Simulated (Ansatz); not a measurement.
Two G0W0 runs on SnSe2 (1T monolayer).

The cell holds 3 atoms: 1 Sn and 2 Se. Its edges and angles: a = 3.829 Å, b = 3.829 Å, c = 29.600 Å, α = 90.0°, β = 90.0°, γ = 120.0°. It derives from Se2Sn1. Vacuum lies along c.

```xyz
3
Lattice="3.8291 0.0000 0.0000 -1.9146 3.3161 0.0000 0.0000 0.0000 29.6000" Properties=species:S:1:pos:R:3
Sn    0.0000    0.0000   14.8000
Se    0.0000    2.2107   16.3981
Se    1.9146    1.1054   13.2019
```

The structure was relaxed with PBE-D3(BJ). The runs that relaxed it are not among those shown.

The first (Ansatz 0.2.0; start PBE, 6×6×1 mesh, 499 empty bands, screening to 70 eV, PAW set soft_1 files; 1 × NVIDIA H100 80GB HBM3 (shared by 6 runs) with 3 threads of AMD EPYC 7R13 (Zen 3), shared host) gave, on its mesh: starting gap 0.79 eV, G0W0 gap 1.71 eV, mean of 1 + 4πα/V (set by the cell height) 2.58, 54 s.

The second changes empty bands from 499 to 199 and screening cutoff (eV) from 70.0 to 38. What does it give?

It gave: starting gap 0.79 eV, G0W0 gap 1.69 eV, mean of 1 + 4πα/V (set by the cell height) 2.62, 26 s. The G0W0 gap moves by −0.03 eV, +0.00 eV from the start and −0.03 eV from the correction. Σc changes by +0.29 eV at the valence top and +0.26 eV at the conduction bottom, and Σx − Vxc between them by +0.00 eV.

Limits: not at the basis limit; coarse mesh for a sheet; no spin-orbit coupling.

[Paths, hosts, dates, memory and timing lines, banners, echoed tables and standing remarks are left out of the program output.]

[Logs are printed without paths, hosts, clocks, repeated set-up lines and the standing remarks that a program may print on its own settings, such as how far it seeks lower states.]

[Runs of the session that timed out or met a known fault of the program may be left out.]

[Cells called generated may have been cut or substituted from an entry of the Crystallography Open Database or the Materials Project.]

[Hosts, paths, dates, database ids (printed as entryN), source tags and the programs' standing remarks are cut or masked in the printed files.]
